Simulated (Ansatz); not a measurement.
# How many bands does the GW gap of Ga2O3 (C2/m) need?

How do accuracy and time trade against each other in G0W0 on Ga2O3 (C2/m)?

Main program and level: Ansatz 0.2.0; G0W0 on LDA, plane waves, PAW.

## (1) The starting structure

It takes space group C2/m (No. 12, monoclinic). Conventional cell: a = 12.214 Å, b = 3.037 Å, c = 5.798 Å, α = 90.00°, β = 103.83°, γ = 90.00°. Nearest to Ga lie 4 O at 1.83 to 1.86 Å. Ga has 6 O at 1.94 to 2.07 Å nearest. O has 3 Ga at 1.83 to 1.94 Å nearest. Nearest to O lie 4 Ga at 1.86 to 2.07 Å. Nearest to O lie 3 Ga at 1.83 to 1.94 Å. Farther neighbours and most contacts between anions are not listed.

The cell and positions come from the Crystallography Open Database and are kept as given unless a step says otherwise.

## (2) 351 empty bands, screening to 130 eV

Now the one-shot GW correction: screening in the RPA, then the self-energy of the levels asked for. This step takes hard PAW files.

Contents of input.yaml:

```yaml
crystal:
  lattice:
    - [6.107, -1.51855, 0.0]
    - [6.107, 1.51855, 0.0]
    - [-1.3859888959, 0.0, 5.630008738]
  atoms:
    - { symbol: Ga, position: [0.0905, 0.0905, 0.7946] }
    - { symbol: Ga, position: [0.9095, 0.9095, 0.2054] }
    - { symbol: Ga, position: [0.65866, 0.65866, 0.31402] }
    - { symbol: Ga, position: [0.34134, 0.34134, 0.68598] }
    - { symbol: O, position: [0.1645, 0.1645, 0.1098] }
    - { symbol: O, position: [0.8355, 0.8355, 0.8902] }
    - { symbol: O, position: [0.1733, 0.1733, 0.5632] }
    - { symbol: O, position: [0.8267, 0.8267, 0.4368] }
    - { symbol: O, position: [0.4959, 0.4959, 0.2566] }
    - { symbol: O, position: [0.5041, 0.5041, 0.7434] }
kpoints:
  mp_grid: { grid: [6, 6, 4] }
hamiltonian:
  xc: lda
  pseudopotentials: { kind: paw, source: ansatz }
scf:
  occupations: { method: fixed }
gw:
  n_empty_bands: 351
  ecut_chi: 130.0
  qp_bands: [v3, c3]
  qp_kpoints: band_edges
  screening: { model: contour_deformation }
```

On the command line:

```sh
$ ansatz run input.yaml --threads 16 --pin off --max-ram 92160MiB --backend cuda --events-out ev --progress --plain --runs-dir out --devices 1 --max-vram 157GiB
```

Numbers of over 12 decimals in the logs are rounded to 6 here.

The program printed:

```text
GPUs: using 1 of 1 available (devices: 1).
Engine: ansatz 0.2.0, aarch64-unknown-linux-gnu
Pseudopotentials: kind: paw
Pseudopotential: Ga, paw, valence charge 21, recommended cutoff 1020 eV (normal), Ga.paw.azcp
Pseudopotential: O, paw, valence charge 6, recommended cutoff 930 eV (normal), O.paw.azcp
Functional definition: SPW92
  exchange = slater_x
  correlation = pw_c
[...]
Crystal: 10 atoms, lattice volume = 104.423 Å³
Basis set: ecut = 1020 eV, 7707 PW (Γ)
Bands: 72, of which v1, the nominal top of the filled ones, is band 60 counted from 1 (59 counted from 0)
Symmetry: 4 space group operations
Space group: C2/m (ITA 12), of the structure as read, at distance tolerance 4.7e-5 Å
k-points: 47 of 144
Non-local potential: Ga, projectors of the file, l = 0: 3, l = 1: 3, l = 2: 3, l = 3: 2
Non-local potential: O, projectors of the file, l = 0: 2, l = 1: 2, l = 2: 1
PAW form: soft (Blöchl's): semilocal exchange-correlation on the pseudo side does not see the compensation charge
PAW frozen core: Ga, regenerated for the run's functional, and the local potential with it (the file was generated under x = pbe(κ = 0.804, μ = 0.219515), c = pbe(β = 0.066725))
PAW frozen core: O, regenerated for the run's functional, and the local potential with it (the file was generated under x = pbe(κ = 0.804, μ = 0.219515), c = pbe(β = 0.066725))
PAW one-centre angular grid: Ga, 590 points (default); XC on 64 Gauss nodes
PAW one-centre angular grid: O, 110 points (default); XC on 64 Gauss nodes
Initial density: superposition of atomic densities (chi_scale 0.1, normalization cell, long waves kept (reshape's long-wave potential 0.04 eV rms))
Initial wavefunctions: pseudopotential atomic-orbital guess
[...]
Functional: x = slater, c = lda
SCF iter   1: F=—  HF=-36690.863758 eV  |F-HF|=—  |Δ(HF+E_count)|=         —  Δρ=1.37e-1  dr2=8.67e0  ethr=3.10e-3  ⟨swp⟩=5.0  Hψ=12644  notcnv=0  defer=461
preconditioner: auto → Resta (q_TF=auto, 2.792 Å⁻¹)  ε∞=4.0  [insulator: Δε(μ)=2.354 eV  Ē_g=19.615 eV  n_scr=42 (ndim 8)  ℏωp=34.1 eV  f_vac=0.002  ε∞_Penn≈4.0]
SCF iter   2: F=—  HF=-36688.168942 eV  |F-HF|=—  |Δ(HF+E_count)|=    2.69e0  Δρ=4.70e-2  dr2=8.20e-1  ethr=3.10e-3  ⟨swp⟩=3.0  Hψ=7110  notcnv=0  defer=454
SCF iter   3: F=—  HF=-36687.964216 eV  |F-HF|=—  |Δ(HF+E_count)|=   2.05e-1  Δρ=2.28e-2  dr2=3.14e-1  ethr=6.84e-4  ⟨swp⟩=3.0  Hψ=5190  notcnv=0  defer=468
SCF iter   4: F=—  HF=-36687.872937 eV  |F-HF|=—  |Δ(HF+E_count)|=   9.13e-2  Δρ=5.03e-3  dr2=2.50e-2  ethr=2.62e-4  ⟨swp⟩=3.6  Hψ=5304  notcnv=0  defer=470
SCF iter   5: F=—  HF=-36687.867568 eV  |F-HF|=—  |Δ(HF+E_count)|=   5.37e-3  Δρ=1.68e-3  dr2=1.73e-3  ethr=2.09e-5  ⟨swp⟩=3.0  Hψ=5644  notcnv=0  defer=470
SCF iter   6: F=—  HF=-36687.867758 eV  |F-HF|=—  |Δ(HF+E_count)|=   1.89e-4  Δρ=6.50e-4  dr2=2.90e-4  ethr=1.45e-6  ⟨swp⟩=2.1  Hψ=5746  notcnv=0  defer=470
[...]
SCF iter   8: F=—  HF=-36687.867709 eV  |F-HF|=—  |Δ(HF+E_count)|=   1.88e-6  Δρ=4.48e-5  dr2=1.20e-6  ethr=1.79e-8  ⟨swp⟩=2.0  Hψ=5137  notcnv=0  defer=457
SCF iter   9: F=—  HF=-36687.867710 eV  |F-HF|=—  |Δ(HF+E_count)|=   3.88e-7  Δρ=2.72e-5  dr2=2.33e-7  ethr=9.98e-10  ⟨swp⟩=2.0  Hψ=5854  notcnv=0  defer=457
SCF iter  10: F=-36687.867710 eV  HF=-36687.867710 eV  |F-HF|=2.39e-8  |Δ(HF+E_count)|=   5.61e-8  Δρ=1.02e-5  dr2=3.65e-8  ethr=8.33e-11  ⟨swp⟩=11.3  Hψ=15529  notcnv=0
SCF 1 converged in 10 iterations: F = -36687.867710 eV  dr2 = 3.65e-8
  greatest PAW one-centre occupation: 0.995 electrons in one spin orbital (limit 2), on the Ga atom at site 1 (counted from 0), in its partial waves of l = 0
[...]
NSCF: frozen V_eff on 47 k-points
the band table was solved once the SCF had ended and its energy, with any forces and stress, was formed, with the checks that follow a solve (14503 applications of the Hamiltonian). They found nothing against the state; the energy, forces and stress were not computed again (output.eigenvalues in the input reference)
[...]
NSCF: frozen V_eff on 47 k-points
G₀W₀ screening: q 1/47
[... further progress lines ...]
[...]
NSCF: frozen V_eff on 1 k-points
[...]
NSCF: frozen V_eff on 1 k-points
[...]
NSCF: frozen V_eff on 1 k-points
SCF converged after 10 iterations
[...]
37    61     13.7065   -13.3499    -3.8624   -18.5788  0.8117    15.0918    15.0730  root
    37    62     14.3955   -12.9115    -4.1421   -18.4959  0.8095    15.8616    15.8378  root
    37    63     15.7128   -10.3161    -4.5300   -16.2913  0.8200    17.1818    17.1579  root
    38    58      8.4378   -27.5244     4.8230   -21.8701  0.7642     7.5970     7.6066  root
    38    59      8.5685   -27.7553     4.6000   -22.3992  0.7670     7.8051     7.8124  root
    38    60      9.0122   -27.3380     4.8935   -21.6477  0.7627     8.2069     8.2155  root
    38    61     14.3479   -13.4141    -4.0513   -18.9242  0.8061    15.8312    15.8066  root
    38    62     14.6661   -13.1181    -4.1817   -18.7500  0.8052    16.1422    16.1162  root
    38    63     15.4251   -12.8658    -4.5064   -18.9422  0.8059    17.0267    16.9951  root
    39    58      8.4099   -27.6182     4.6723   -22.1765  0.7664     7.6328     7.6405  root
    39    59      8.4812   -27.9824     4.6534   -22.5340  0.7672     7.6778     7.6862  root
    39    60      9.0343   -27.1933     4.9215   -21.4755  0.7611     8.2292     8.2380  root
    39    61     14.6773   -13.3710    -4.1352   -18.9798  0.8042    16.1769    16.1508  root
    39    62     14.9918   -13.0229    -4.3066   -18.8515  0.8026    16.5435    16.5138  root
    39    63     15.6628   -13.1638    -4.5442   -19.2669  0.7990    17.2552    17.2216  root
    40    58      8.4918   -27.1523     4.8721   -21.4461  0.7623     7.6477     7.6577  root
    40    59      8.5003   -27.7493     4.5786   -22.4162  0.7674     7.7384     7.7457  root
    40    60      8.9980   -27.3199     4.9030   -21.6147  0.7626     8.1871     8.1959  root
    40    61     13.9433   -13.5897    -3.8760   -18.8521  0.8087    15.3498    15.3296  root
    40    62     14.9481   -12.6998    -4.3603   -18.5804  0.8051    16.4980    16.4684  root
    40    63     15.7604   -13.0276    -4.5955   -19.2264  0.8026    17.3986    17.3636  root
    41    58      8.4667   -27.7742     4.5506   -22.4688  0.7682     7.7046     7.7119  root
    41    59      8.6810   -27.2477     4.8011   -21.6542  0.7622     7.8798     7.8885  root
    41    60      8.9786   -27.7508     5.0820   -21.8024  0.7635     8.1018     8.1121  root
[...]
45    62     14.2835   -13.1554    -4.0782   -18.6685  0.8080    15.7424    15.7183  root
    45    63     14.9916   -10.0861    -4.3636   -15.7893  0.8265    16.3500    16.3311  root
    46    58      8.4418   -28.2042     4.5147   -22.9474  0.7687     7.6928     7.6997  root
    46    59      8.4579   -27.2356     4.7722   -21.6676  0.7645     7.6535     7.6621  root
    46    60      9.0579   -27.0939     4.9000   -21.4041  0.7617     8.2595     8.2681  root
    46    61     14.1551   -13.4049    -4.0192   -18.8602  0.8110    15.6133    15.5910  root
    46    62     14.2736   -12.5266    -4.1078   -18.0417  0.8090    15.7034    15.6809  root
    46    63     15.2072   -12.7464    -4.4245   -18.6464  0.8050    16.7108    16.6828  root
```

Wall time 3.2 min (1 × NVIDIA GB200 with 16 threads of Arm Neoverse V2, shared host); peak memory 5.1 GiB; 7.7 min of CPU time.

Numbers from this step:

```yaml
bands_summed: 411
rpa_eps_infinity_on_this_mesh_eigenvalues: 3.964, 4.103, 4.118
plane_waves_in_the_screening_matrix: 339
q_points_in_the_mesh: 144
g0w0_gap_on_the_mesh: 4.263 eV
k_of_the_valence_top: -0.5, -0.5, -0.5
k_of_the_conduction_bottom: 0, 0, 0
starting_gap_on_the_mesh: 2.335 eV
z_at_the_valence_top: 0.7617
z_at_the_conduction_bottom: 0.8295
least_direct_g0w0_gap_on_the_computed_points: 4.274 eV
```

The gap on the mesh goes from 2.33 eV to 4.26 eV, a correction of +1.93 eV. Between the two edge states, bare exchange in place of the xc potential would open the gap by 10.39 eV, and correlation takes back 8.46 eV.

## (3) 721 empty bands, screening to 210 eV

Bands and screening cutoff are moved together, since each hides the error of the other.

Edit input.yaml of step 2 so:

```diff
@@ -24,4 +24,4 @@
 gw:
-  n_empty_bands: 351
-  ecut_chi: 130.0
+  n_empty_bands: 721
+  ecut_chi: 210.0
   qp_bands: [v3, c3]
```

The program printed:

```text
GPUs: using 1 of 1 available (devices: 1).
[...]
Crystal: 10 atoms, lattice volume = 104.423 Å³
Basis set: ecut = 1020 eV, 7707 PW (Γ)
Bands: 72, of which v1, the nominal top of the filled ones, is band 60 counted from 1 (59 counted from 0)
[... 1 set-up line as in the run before ...]
[...]
k-points: 47 of 144
[...]
SCF iter   1: F=—  HF=-36690.863758 eV  |F-HF|=—  |Δ(HF+E_count)|=         —  Δρ=1.37e-1  dr2=8.67e0  ethr=3.10e-3  ⟨swp⟩=5.0  Hψ=12644  notcnv=0  defer=461
[...]
SCF iter   6: F=—  HF=-36687.867758 eV  |F-HF|=—  |Δ(HF+E_count)|=   1.89e-4  Δρ=6.50e-4  dr2=2.90e-4  ethr=1.45e-6  ⟨swp⟩=2.1  Hψ=5746  notcnv=0  defer=470
[...]
SCF iter   8: F=—  HF=-36687.867709 eV  |F-HF|=—  |Δ(HF+E_count)|=   1.88e-6  Δρ=4.48e-5  dr2=1.20e-6  ethr=1.79e-8  ⟨swp⟩=2.0  Hψ=5137  notcnv=0  defer=457
[...]
SCF iter  10: F=-36687.867710 eV  HF=-36687.867710 eV  |F-HF|=2.39e-8  |Δ(HF+E_count)|=   5.61e-8  Δρ=1.02e-5  dr2=3.65e-8  ethr=8.33e-11  ⟨swp⟩=11.3  Hψ=15529  notcnv=0
SCF 1 converged in 10 iterations: F = -36687.867710 eV  dr2 = 3.65e-8
[...]
NSCF: frozen V_eff on 47 k-points
[...]
G₀W₀ screening: q 1/47
[... further progress lines ...]
[...]
SCF converged after 10 iterations
[...]
37    61     13.7065   -13.3499    -4.0657   -18.5788  0.8099    14.8824    14.8696  root
    37    62     14.3955   -12.9115    -4.3468   -18.4959  0.8078    15.6495    15.6331  root
    37    63     15.7128   -10.3161    -4.6974   -16.2913  0.8192    17.0084    16.9906  root
    38    58      8.4378   -27.5244     4.5728   -21.8701  0.7614     7.3394     7.3564  root
    38    59      8.5685   -27.7553     4.3424   -22.3992  0.7639     7.5411     7.5549  root
    38    60      9.0122   -27.3380     4.6271   -21.6477  0.7598     7.9331     7.9492  root
    38    61     14.3479   -13.4141    -4.2657   -18.9242  0.8044    15.6090    15.5923  root
    38    62     14.6661   -13.1181    -4.3941   -18.7500  0.8034    15.9215    15.9038  root
[...]
46    60      9.0579   -27.0939     4.6324   -21.4041  0.7588     7.9845     8.0005  root
    46    61     14.1551   -13.4049    -4.2255   -18.8602  0.8093    15.4001    15.3848  root
    46    62     14.2736   -12.5266    -4.3066   -18.0417  0.8073    15.4976    15.4821  root
    46    63     15.2072   -12.7464    -4.6336   -18.6464  0.8033    16.4932    16.4736  root
```

The job ended after 7.1 min (1 × NVIDIA GB200 with 16 threads; peak memory 11 GiB).

This step gave:

| Item | Value |
| --- | --- |
| bands summed | 781 |
| RPA ε∞ on this mesh (eigenvalues) | 3.949, 4.082, 4.098 |
| plane waves in the screening matrix | 725 |
| q-points in the mesh | 144 |
| G0W0 gap on the mesh | 4.376 eV |
| k of the valence top | -0.5, -0.5, -0.5 |
| k of the conduction bottom | 0, 0, 0 |
| starting gap on the mesh | 2.335 eV |
| Z at the valence top | 0.7588 |
| Z at the conduction bottom | 0.8275 |
| least direct G0W0 gap on the computed points | 4.390 eV |

Against the run with 6×6×4 mesh, 351 empty bands, screening to 130 eV, hard PAW files, the gap moves by +0.11 eV.

## (4) Side by side

Times are wall times on 1 × NVIDIA GB200 with 16 threads of Arm Neoverse V2, shared host, good to a factor of about two.

```
 mesh     files            frequency  bands summed  cutoff (eV)  start (eV)  G0W0 (eV)     time  host memory (GiB)
6×6×4  hard PAW  contour deformation           411          130       2.335      4.263  3.2 min                5.1
6×6×4  hard PAW  contour deformation           781          210       2.335      4.376  7.1 min                 11
```

The parts of the quasiparticle energy at the two band edges (eV; QP = start + Σx + Σc − Vxc):

```
      run               edge  start      Σx     Σc     Vxc     Z     QP
411 bands        valence top   9.06  -27.09   4.90  -21.40  0.76   8.27
411 bands  conduction bottom  11.39  -12.57  -3.56  -17.27  0.83  12.53
781 bands        valence top   9.06  -27.09   4.63  -21.40  0.76   8.00
781 bands  conduction bottom  11.39  -12.57  -3.72  -17.27  0.83  12.38
```

## (5) Summary of results

| Property | Result |
| --- | --- |
| 411 bands, 130 eV | 4.263 eV |
| 781 bands, 210 eV | 4.376 eV |
| estimated limit in bands and cutoff | 4.50 eV |
| mesh and start | 6×6×4, LDA |

**Reading.** A line in one over the bands through the two rungs gives 4.50 eV, +0.13 eV from the top rung; with two points alone it is an unchecked estimate. The rungs stand 0.24 eV (411 bands) and 0.13 eV (781 bands) from it. From 411 to 781 bands the gap moves by +0.11 eV while the time grows 2.3-fold. Σc changes by −0.27 eV at the valence top and −0.15 eV at the conduction bottom, so the levels themselves move more than the gap between them. Gaps are over the mesh's points; an edge off the mesh would be missed. The many-body steps are scalar-relativistic: spin-orbit coupling is not in them.

[Paths, hosts, dates, memory and timing lines, banners, echoed tables and standing remarks are left out of the program output.]

[Logs are printed without paths, hosts, clocks, repeated set-up lines and the standing remarks that a program may print on its own settings, such as how far it seeks lower states.]

[Runs of the session that timed out or met a known fault of the program may be left out.]

[Cells called generated may have been cut or substituted from an entry of the Crystallography Open Database or the Materials Project.]

[Hosts, paths, dates, database ids (printed as entryN), source tags and the programs' standing remarks are cut or masked in the printed files.]
